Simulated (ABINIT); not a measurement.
# NaMgF3 (Pm-3m): G0W0 with ABINIT, start to end, part 2 of 3

Aim: the G0W0 gap of NaMgF3 (Pm-3m) on LDA, step by step.

ABINIT 10.8.3; LDA and many-body steps on it, plane waves. Known limits of the many-body steps: not at the basis limit; coarse k mesh.

So far. Step 2 (Ground state): The gap is indirect, with the least direct gap 0.46 eV higher.

### Step 3. Bands along the symmetry lines

Level of this step: DFT, LDA, plane waves, norm-conserving pseudopotentials (ABINIT).

Levels along a band path, at the cheap level, show where the edges lie and whether the meshes to come will hold them.

The input, run.abi:

```
acell 3*1.0 Angstrom
rprim 
  3.950839000000 0.000000000000 0.000000000000
  0.000000000000 3.950839000000 0.000000000000
  0.000000000000 0.000000000000 3.950839000000
ntypat 3
znucl 11 12 9
natom 5
typat 1 2 3 3 3
xred 
  0.000000000000 0.000000000000 0.000000000000
  0.500000000000 0.500000000000 0.500000000000
  0.500000000000 0.500000000000 0.000000000000
  0.500000000000 0.000000000000 0.500000000000
  0.000000000000 0.500000000000 0.500000000000
pp_dirpath "pseudos"
pseudos "Na.upf, Mg.upf, F.upf"
ecut 38
iscf -2
irdden 1
kptopt 0
nkpt 50
kpt 
  0.00000000 0.00000000 0.00000000
  0.00000000 0.06250000 0.00000000
  0.00000000 0.12500000 0.00000000
  0.00000000 0.18750000 0.00000000
  0.00000000 0.25000000 0.00000000
  0.00000000 0.31250000 0.00000000
  0.00000000 0.37500000 0.00000000
  0.00000000 0.43750000 0.00000000
  0.00000000 0.50000000 0.00000000
  0.06250000 0.50000000 0.00000000
  0.12500000 0.50000000 0.00000000
  0.18750000 0.50000000 0.00000000
  0.25000000 0.50000000 0.00000000
  0.31250000 0.50000000 0.00000000
  0.37500000 0.50000000 0.00000000
  0.43750000 0.50000000 0.00000000
  0.50000000 0.50000000 0.00000000
  0.43750000 0.43750000 0.00000000
  0.37500000 0.37500000 0.00000000
  0.31250000 0.31250000 0.00000000
  0.25000000 0.25000000 0.00000000
  0.18750000 0.18750000 0.00000000
  0.12500000 0.12500000 0.00000000
  0.06250000 0.06250000 0.00000000
  0.00000000 0.00000000 0.00000000
  0.06250000 0.06250000 0.06250000
  0.12500000 0.12500000 0.12500000
  0.18750000 0.18750000 0.18750000
  0.25000000 0.25000000 0.25000000
  0.31250000 0.31250000 0.31250000
  0.37500000 0.37500000 0.37500000
  0.43750000 0.43750000 0.43750000
  0.50000000 0.50000000 0.50000000
  0.43750000 0.50000000 0.43750000
  0.37500000 0.50000000 0.37500000
  0.31250000 0.50000000 0.31250000
  0.25000000 0.50000000 0.25000000
  0.18750000 0.50000000 0.18750000
  0.12500000 0.50000000 0.12500000
  0.06250000 0.50000000 0.06250000
  0.00000000 0.50000000 0.00000000
  0.50000000 0.50000000 0.50000000
  0.50000000 0.50000000 0.43750000
  0.50000000 0.50000000 0.37500000
  0.50000000 0.50000000 0.31250000
  0.50000000 0.50000000 0.25000000
  0.50000000 0.50000000 0.18750000
  0.50000000 0.50000000 0.12500000
  0.50000000 0.50000000 0.06250000
  0.50000000 0.50000000 0.00000000
istwfk *1
nband 27
nbdbuf 2
tolwfr 1e-08
nstep 40
prtwf 0
prtvol 0
indata_prefix "in"
outdata_prefix "out"
tmpdata_prefix "tmp"
```

Run with:

```console
$ OMP_NUM_THREADS=1 mpirun -n 4 abinit run.abi > log
```

Numbers of over 12 decimals in the logs are rounded to 6 here.

The log of the run:

```text
.Version 10.8.3 of ABINIT. v10.8.2 released Aug 2026.

 Symmetries : space group Pm -3 m (#221); Bravais cP (primitive cubic)
[... echo of the input left out ...]
== DATASET  1 ==================================================================
-   mpi_nproc: 4, omp_nthreads: 1 (-1 if OMP is not activated)

--- !DatasetInfo
iteration_state: {dtset: 1, }
dimensions: {natom: 5, nkpt: 50, mband: 27, nsppol: 1, nspinor: 1, nspden: 1, mpw: 4700, }
cutoff_energies: {ecut:  38.0, pawecutdg:  -1.0, }
electrons: {nelect:   4.00000000E+01, charge:   0.00000000E+00, occopt:   1.00000000E+00, tsmear:   1.00000000E-02, }

 Real(R)+Recip(G) space primitive vectors, cartesian coordinates (Bohr,Bohr^-1):
 R(1)=  7.4660037  0.0000000  0.0000000  G(1)=  0.1339405  0.0000000  0.0000000
 R(2)=  0.0000000  7.4660037  0.0000000  G(2)=  0.0000000  0.1339405  0.0000000
 R(3)=  0.0000000  0.0000000  7.4660037  G(3)=  0.0000000  0.0000000  0.1339405
 Unit cell volume ucvol=  4.1616409E+02 bohr^3
 Angles (23,13,12)=  9.00000000E+01  9.00000000E+01  9.00000000E+01 degrees

 getcut: wavevector=  0.0000  0.0000  0.0000  ngfft=  45  45  45
         ecut(hartree)=     38.000   => boxcut(ratio)=   2.12377

--- Pseudopotential description ------------------------------------------------
- Na Generated using ONCVPSP code by D. R. Hamann
- 11.00000   9.00000  180309                  znucl, zion, pspdat
12 -1012 1 -1 1968                            pspcod,pspxc,lmax,lloc,mmax
     nproj     2     2     0
  pspatm : epsatm=    9.37365322
         --- l  ekb(1:nproj) -->
             0    2.664741   -0.674314
             1   -6.796556   -2.419774
 pspatm: atomic psp has been read  and splines computed

- Mg Generated using ONCVPSP code by D. R. Hamann
- 12.00000  10.00000  180309                  znucl, zion, pspdat
12 -1012 1 -1 1510                            pspcod,pspxc,lmax,lloc,mmax
     nproj     2     2     0
  pspatm : epsatm=    9.23542517
         --- l  ekb(1:nproj) -->
             0    2.239033   -0.828749
[...]
pspatm: atomic psp has been read  and splines computed

- F Generated using ONCVPSP code by D. R. Hamann
-  9.00000   7.00000  201202                  znucl, zion, pspdat
12 -1012 2 -1 824                             pspcod,pspxc,lmax,lloc,mmax
     nproj     2     2     1
  pspatm : epsatm=    4.94580260
         --- l  ekb(1:nproj) -->
[...]
2   -2.364936
 pspatm: atomic psp has been read  and splines computed

--------------------------------------------------------------------------------

================================================================================
 prteigrs : about to open file out_EIG
 Non-SCF case, kpt    1 (  0.00000  0.00000  0.00000), residuals and eigenvalues=
  2.12E-09  1.38E-09  1.26E-09  3.59E-09  9.26E-09  1.32E-09  1.42E-09  3.08E-09
[...]
Non-SCF case, kpt   49 (  0.50000  0.50000  0.06250), residuals and eigenvalues=
[...]
Non-SCF case, kpt   50 (  0.50000  0.50000  0.00000), residuals and eigenvalues=
[...]
-1.2914E-01 -1.1309E-01 -8.5988E-02 -8.5988E-02 -8.4793E-02 -7.8915E-02
 -7.8915E-02 -4.1540E-02  3.3204E-01  3.5422E-01  3.5422E-01  4.2377E-01
[...]
--- !ResultsGS
iteration_state: {dtset: 1, }
comment   : Summary of ground state results
lattice_vectors:
- [  7.4660037,   0.0000000,   0.0000000, ]
- [  0.0000000,   7.4660037,   0.0000000, ]
- [  0.0000000,   0.0000000,   7.4660037, ]
lattice_lengths: [   7.46600,    7.46600,    7.46600, ]
lattice_angles: [ 90.000,  90.000,  90.000, ] # degrees, (23, 13, 12)
lattice_volume:   4.1616409E+02
convergence: {deltae:  0.000E+00, res2:  0.000E+00, residm:  9.989E-09, diffor:  0.000E+00, }
etotal    :  -1.78958197E+02
entropy   :   0.00000000E+00
fermie    :  -4.11580900E-02
cartesian_stress_tensor: null
pressure_GPa: null
xred      :
- [  0.0000E+00,   0.0000E+00,   0.0000E+00, Na]
- [  5.0000E-01,   5.0000E-01,   5.0000E-01, Mg]
- [  5.0000E-01,   5.0000E-01,   0.0000E+00,  F]
- [  5.0000E-01,   0.0000E+00,   5.0000E-01,  F]
- [  0.0000E+00,   5.0000E-01,   5.0000E-01,  F]
cartesian_forces: null
force_length_stats: {min: null, max: null, mean: null, }

 Integrated electronic density in atomic spheres:
 ------------------------------------------------
 Atom  Sphere_radius  Integrated_density
[...]
================================================================================

 ----iterations are completed or convergence reached----

 Mean square residual over all n,k,spin=   45.241E-10; max=  99.890E-10
 reduced coordinates (array xred) for    5 atoms
[...]
cartesian coordinates (angstrom) at end:
    1      0.000000     0.000000     0.000000
    2      1.975420     1.975420     1.975420
    3      1.975420     1.975420     0.000000
    4      1.975420     0.000000     1.975420
    5      0.000000     1.975420     1.975420
 length scales=  1.889726125908  1.889726125908  1.889726125908 bohr
              =  1.000000000000  1.000000000000  1.000000000000 angstroms
 prteigrs : about to open file out_EIG
 Eigenvalues (hartree) for nkpt=  50  k points:
 kpt#   1, nband= 27, wtk=  1.00000, kpt=  0.0000  0.0000  0.0000 (reduced coord)
[...]
kpt#   2, nband= 27, wtk=  1.00000, kpt=  0.0000  0.0625  0.0000 (reduced coord)
[...]
kpt#   3, nband= 27, wtk=  1.00000, kpt=  0.0000  0.1250  0.0000 (reduced coord)
[...]
kpt#  49, nband= 27, wtk=  1.00000, kpt=  0.5000  0.5000  0.0625 (reduced coord)
[...]
0.49851    0.56157    0.56347
 kpt#  50, nband= 27, wtk=  1.00000, kpt=  0.5000  0.5000  0.0000 (reduced coord)
[...]
-0.75009   -0.74603   -0.74603   -0.15959   -0.12914   -0.11309   -0.08599   -0.08599
  -0.08479   -0.07892   -0.07892   -0.04154    0.33204    0.35422    0.35422    0.42377
   0.50477    0.56701    0.57895

== END DATASET(S) ==============================================================
================================================================================

 -outvars: echo values of variables after computation  --------
            nband          27
             nkpt          50
          spgroup         221
 [... the other variables as echoed above ...]

 Calculation completed.
```

It took 33 s on 4 MPI ranks of Arm Neoverse V1, shared host; peak memory 0.36 GiB.

Numbers from this step:

- gap: 5.650 eV
- k of the valence top: 0.5, 0.5, 0.5
- k of the conduction bottom: 0, 0, 0
- least direct gap: 6.107 eV

The gap is 5.650 eV, as in the run before at this level.

The electronic bands at the labelled points (eV, zero at the top of the highest filled band):

```csv
point,band 17,band 18,band 19,band 20,band 21,band 22,band 23,band 24
Γ,-0.64,-0.46,-0.46,-0.46,5.65,12.90,13.17,13.17
halfway,-0.80,-0.75,-0.51,-0.51,6.63,11.27,13.62,13.84
X,-1.04,-0.85,-0.53,-0.53,8.59,8.99,14.46,14.46
halfway,-1.03,-0.76,-0.74,-0.29,9.07,9.68,12.48,13.91
M,-1.19,-1.03,-1.03,-0.01,10.16,10.76,10.76,12.65
halfway,-0.84,-0.72,-0.68,-0.37,7.43,11.64,11.90,14.15
Γ,-0.64,-0.46,-0.46,-0.46,5.65,12.90,13.17,13.17
halfway,-1.36,-0.38,-0.38,-0.33,8.08,12.07,12.18,12.18
R,-1.18,0.00,0.00,0.00,9.97,12.49,12.49,12.49
halfway,-1.21,-0.42,-0.37,-0.22,9.43,10.24,12.42,13.07
X,-1.04,-0.85,-0.53,-0.53,8.59,8.99,14.46,14.46
jump to R,-1.18,0.00,0.00,0.00,9.97,12.49,12.49,12.49
halfway,-1.18,-0.32,-0.32,-0.01,10.08,11.26,11.26,12.59
M,-1.19,-1.03,-1.03,-0.01,10.16,10.76,10.76,12.65
```

### Step 4. Empty states on the mesh, 2×2×2 mesh, 49 bands

The sums over transitions need many empty states on a uniform mesh; this step solves for them.

The input, run.abi:

```
acell 3*1.0 Angstrom
rprim 
  3.950839000000 0.000000000000 0.000000000000
  0.000000000000 3.950839000000 0.000000000000
  0.000000000000 0.000000000000 3.950839000000
ntypat 3
znucl 11 12 9
natom 5
typat 1 2 3 3 3
xred 
  0.000000000000 0.000000000000 0.000000000000
  0.500000000000 0.500000000000 0.500000000000
  0.500000000000 0.500000000000 0.000000000000
  0.500000000000 0.000000000000 0.500000000000
  0.000000000000 0.500000000000 0.500000000000
pp_dirpath "pseudos"
pseudos "Na.upf, Mg.upf, F.upf"
ecut 38
ngkpt 2 2 2
nshiftk 1
shiftk 0 0 0
kptopt 1
chksymbreak 0
iscf -2
irdden 1
istwfk *1
nband 49
nbdbuf 4
tolwfr 1e-09
nstep 60
prtvol 0
indata_prefix "in"
outdata_prefix "out"
tmpdata_prefix "tmp"
```

The log of the run:

```text
.Version 10.8.3 of ABINIT. v10.8.2 released Aug 2026.

 Symmetries : space group Pm -3 m (#221); Bravais cP (primitive cubic)
[... echo of the input left out ...]
== DATASET  1 ==================================================================
-   mpi_nproc: 4, omp_nthreads: 1 (-1 if OMP is not activated)

--- !DatasetInfo
iteration_state: {dtset: 1, }
dimensions: {natom: 5, nkpt: 4, mband: 49, nsppol: 1, nspinor: 1, nspden: 1, mpw: 4700, }
cutoff_energies: {ecut:  38.0, pawecutdg:  -1.0, }
electrons: {nelect:   4.00000000E+01, charge:   0.00000000E+00, occopt:   1.00000000E+00, tsmear:   1.00000000E-02, }

 Real(R)+Recip(G) space primitive vectors, cartesian coordinates (Bohr,Bohr^-1):
 R(1)=  7.4660037  0.0000000  0.0000000  G(1)=  0.1339405  0.0000000  0.0000000
 R(2)=  0.0000000  7.4660037  0.0000000  G(2)=  0.0000000  0.1339405  0.0000000
 R(3)=  0.0000000  0.0000000  7.4660037  G(3)=  0.0000000  0.0000000  0.1339405
 Unit cell volume ucvol=  4.1616409E+02 bohr^3
 Angles (23,13,12)=  9.00000000E+01  9.00000000E+01  9.00000000E+01 degrees

 getcut: wavevector=  0.0000  0.0000  0.0000  ngfft=  45  45  45
         ecut(hartree)=     38.000   => boxcut(ratio)=   2.12377

--- Pseudopotential description ------------------------------------------------
- Na Generated using ONCVPSP code by D. R. Hamann
- 11.00000   9.00000  180309                  znucl, zion, pspdat
12 -1012 1 -1 1968                            pspcod,pspxc,lmax,lloc,mmax
     nproj     2     2     0
  pspatm : epsatm=    9.37365322
         --- l  ekb(1:nproj) -->
             0    2.664741   -0.674314
             1   -6.796556   -2.419774
 pspatm: atomic psp has been read  and splines computed

- Mg Generated using ONCVPSP code by D. R. Hamann
- 12.00000  10.00000  180309                  znucl, zion, pspdat
12 -1012 1 -1 1510                            pspcod,pspxc,lmax,lloc,mmax
     nproj     2     2     0
  pspatm : epsatm=    9.23542517
         --- l  ekb(1:nproj) -->
             0    2.239033   -0.828749
[...]
pspatm: atomic psp has been read  and splines computed

- F Generated using ONCVPSP code by D. R. Hamann
-  9.00000   7.00000  201202                  znucl, zion, pspdat
12 -1012 2 -1 824                             pspcod,pspxc,lmax,lloc,mmax
     nproj     2     2     1
  pspatm : epsatm=    4.94580260
         --- l  ekb(1:nproj) -->
[...]
2   -2.364936
 pspatm: atomic psp has been read  and splines computed

--------------------------------------------------------------------------------

================================================================================
 prteigrs : about to open file out_EIG
 Non-SCF case, kpt    1 (  0.00000  0.00000  0.00000), residuals and eigenvalues=
  1.27E-10  2.10E-10  9.83E-11  4.27E-10  9.26E-10  8.27E-11  7.34E-11  4.40E-10
  5.28E-10  4.81E-10  5.26E-10  1.22E-10  1.85E-10  4.34E-10  5.73E-11  8.30E-11
  6.65E-10  9.64E-11  1.57E-10  8.78E-10  2.12E-10  4.99E-10  1.08E-10  5.88E-10
[...]
1.68E-04
 -2.6064E+00 -1.7893E+00 -1.4101E+00 -1.4101E+00 -1.4101E+00 -7.7811E-01
 -7.7811E-01 -7.7811E-01 -7.6984E-01 -7.4049E-01 -7.4049E-01 -1.3970E-01
 -1.3970E-01 -1.3970E-01 -6.4842E-02 -6.4842E-02 -6.4842E-02 -5.7933E-02
[...]
8.9675E-01  8.9675E-01  8.9675E-01  9.6478E-01  1.0076E+00  1.0076E+00
  1.0252E+00  1.1393E+00  1.1393E+00  1.1393E+00  1.2286E+00  1.2286E+00
  1.3781E+00
 prteigrs : prtvol=0 or 1, do not print more k-points.

--- !ResultsGS
iteration_state: {dtset: 1, }
comment   : Summary of ground state results
lattice_vectors:
- [  7.4660037,   0.0000000,   0.0000000, ]
- [  0.0000000,   7.4660037,   0.0000000, ]
- [  0.0000000,   0.0000000,   7.4660037, ]
lattice_lengths: [   7.46600,    7.46600,    7.46600, ]
lattice_angles: [ 90.000,  90.000,  90.000, ] # degrees, (23, 13, 12)
lattice_volume:   4.1616409E+02
convergence: {deltae:  0.000E+00, res2:  0.000E+00, residm:  9.776E-10, diffor:  0.000E+00, }
etotal    :  -1.78958197E+02
entropy   :   0.00000000E+00
fermie    :  -4.11580900E-02
cartesian_stress_tensor: null
pressure_GPa: null
xred      :
- [  0.0000E+00,   0.0000E+00,   0.0000E+00, Na]
- [  5.0000E-01,   5.0000E-01,   5.0000E-01, Mg]
- [  5.0000E-01,   5.0000E-01,   0.0000E+00,  F]
- [  5.0000E-01,   0.0000E+00,   5.0000E-01,  F]
- [  0.0000E+00,   5.0000E-01,   5.0000E-01,  F]
cartesian_forces: null
force_length_stats: {min: null, max: null, mean: null, }

 Integrated electronic density in atomic spheres:
 ------------------------------------------------
 Atom  Sphere_radius  Integrated_density
[...]
================================================================================

 ----iterations are completed or convergence reached----

 Mean square residual over all n,k,spin=   34.831E-11; max=  97.756E-11
 reduced coordinates (array xred) for    5 atoms
[...]
0.500000000000      0.000000000000      0.500000000000
       0.000000000000      0.500000000000      0.500000000000

 cartesian coordinates (angstrom) at end:
    1      0.000000     0.000000     0.000000
    2      1.975420     1.975420     1.975420
    3      1.975420     1.975420     0.000000
    4      1.975420     0.000000     1.975420
    5      0.000000     1.975420     1.975420
 length scales=  1.889726125908  1.889726125908  1.889726125908 bohr
              =  1.000000000000  1.000000000000  1.000000000000 angstroms
 prteigrs : about to open file out_EIG
 Eigenvalues (hartree) for nkpt=   4  k points:
 kpt#   1, nband= 49, wtk=  0.12500, kpt=  0.0000  0.0000  0.0000 (reduced coord)
[...]
0.76585    0.85276    0.85276    0.85276    0.89675    0.89675    0.89675    0.96478
   1.00765    1.00765    1.02520    1.13934    1.13934    1.13934    1.22861    1.22861
   1.37813
 prteigrs : prtvol=0 or 1, do not print more k-points.

== END DATASET(S) ==============================================================
================================================================================

 -outvars: echo values of variables after computation  --------
            nband          49
             nkpt           4
          spgroup         221
 [... the other variables as echoed above ...]

 Calculation completed.
```

Run time: 6.9 s. Hardware: 4 MPI ranks; peak memory 0.28 GiB; 27 s of CPU time.

This step gave:

```yaml
gap: 5.650 eV
k_of_the_valence_top: 0.5, 0.5, 0.5
k_of_the_conduction_bottom: 0, 0, 0
least_direct_gap: 6.107 eV
k_points_computed: 4
lowest_point_of_the_top_converged_band_above_the_valence_top: 30.56 eV
```

On this mesh the gap is 5.650 eV.

### Step 5. Screening, 2×2×2 mesh, 45 bands, screening to 87.1 eV

The RPA dielectric matrix is built and inverted for each q.

This step: RPA screening on LDA, plane waves, norm-conserving pseudopotentials.

Edit run.abi of step 4 so:

```diff
@@ -23,10 +23,11 @@
 chksymbreak 0
-iscf -2
-irdden 1
 istwfk *1
-nband 49
-nbdbuf 4
-tolwfr 1e-09
-nstep 60
-prtvol 0
+occopt 1
+irdwfk 1
+optdriver 3
+nband 45
+ecuteps 3.2
+inclvkb 2
+awtr 1
+symchi 1
 indata_prefix "in"
```

The log of the run:

```text
.Version 10.8.3 of ABINIT. v10.8.2 released Aug 2026.

 Symmetries : space group Pm -3 m (#221); Bravais cP (primitive cubic)
[... echo of the input left out ...]
== DATASET  1 ==================================================================
-   mpi_nproc: 4, omp_nthreads: 1 (-1 if OMP is not activated)

--- !DatasetInfo
iteration_state: {dtset: 1, }
dimensions: {natom: 5, nkpt: 4, mband: 45, nsppol: 1, nspinor: 1, nspden: 1, mpw: 4700, }
cutoff_energies: {ecut:  38.0, pawecutdg:  -1.0, }
electrons: {nelect:   4.00000000E+01, charge:   0.00000000E+00, occopt:   1.00000000E+00, tsmear:   1.00000000E-02, }

 SCREENING: Calculation of the susceptibility and dielectric matrices

 Based on a program developped by R.W. Godby, V. Olevano, G. Onida, and L. Reining.
 Incorporated in ABINIT by V. Olevano, G.-M. Rignanese, and M. Torrent.
.Using double precision arithmetic ; gwpc =  8

[... cell and pseudopotentials left out ...]
--------------------------------------------------------------------------------

 ==== K-mesh for the wavefunctions ====
 Number of points in the irreducible wedge :     4
[... list of points left out ...]
 Together with 48 symmetry operations and time-reversal symmetry
 yields     8 points in the full Brillouin Zone.

 ==== Q-mesh for the screening function ====
 Number of points in the irreducible wedge :     4
[... list of points left out ...]
 Together with 48 symmetry operations and time-reversal symmetry
 yields     8 points in the full Brillouin Zone.

 setmesh: FFT mesh size selected  =    27x   27x   27
          total number of points  =        19683

 vcoul_init : cutoff-mode = AUXILIARY_FUNCTION
 q-points for optical limit:   1
     1)      0.000010    0.000020    0.000030

- screening: taking advantage of time-reversal symmetry
- Maximum band index for partially occupied states nbvw = 20
- Remaining bands to be divided among processors   nbcw = 25
- Number of bands treated by each node ~6

 Number of electrons calculated from density =   40.0000; Expected =   40.0000
 average of density, n =  0.096116
 r_s =    1.3543
 omega_plasma =   29.9057 [eV]

 calculating chi0 at frequencies [eV] :
  1    0.000000E+00    0.000000E+00
  2    0.000000E+00    2.990565E+01

--------------------------------------------------------------------------------
  q-point number  1        q = ( 0.000000, 0.000000, 0.000000) [r.l.u.]
--------------------------------------------------------------------------------
[... chi0 elements left out ...]
 For q-point:  0.000010 0.000020 0.000030
  dielectric constant =   1.8974
  dielectric constant without local fields =   1.9546

  Average fulfillment of the sum rule on Im[epsilon] for q-point    1 :     17.23  [%]
[... wings left out ...]
  q-point number  2        q = ( 0.500000, 0.000000, 0.000000) [r.l.u.]
--------------------------------------------------------------------------------
[... chi0 elements left out ...]
  Average fulfillment of the sum rule on Im[epsilon] for q-point    2 :     23.81  [%]

 [... 2 further q-points ...]
```

Elapsed: 5.1 s, on 4 MPI ranks; peak memory 0.51 GiB.

This step gave:

```
ε∞ with local fields, on this mesh, along the program's q direction : 1.897
the same without local fields                                       : 1.955
plasma frequency                                                    : 29.91 eV
plane waves in the screening matrix                                 : 123
```

Local fields lower ε∞ by 3 %. On a Γ-centred mesh this coarse the value itself is usually too large, while a short band sum pulls it down.

(Continued in part 3 of 3.)

[Paths, hosts, dates, memory and timing lines, banners, echoed tables and standing remarks are left out of the program output.]

[Logs are printed without paths, hosts, clocks, repeated set-up lines and the standing remarks that a program may print on its own settings, such as how far it seeks lower states.]

[Runs of the session that timed out or met a known fault of the program may be left out.]

[Hosts, paths, dates, database ids (printed as entryN), source tags and the programs' standing remarks are cut or masked in the printed files.]

[G0W0 gaps are taken among the corrected bands and points alone; a level outside them can change the order at an edge.]

[Where Ansatz stands beside ABINIT at settings called matched, ABINIT's density can come from a denser mesh and the files from another edition; pairs whose starting gaps differed by over 0.03 eV were left out, so agreement reads better than it is.]
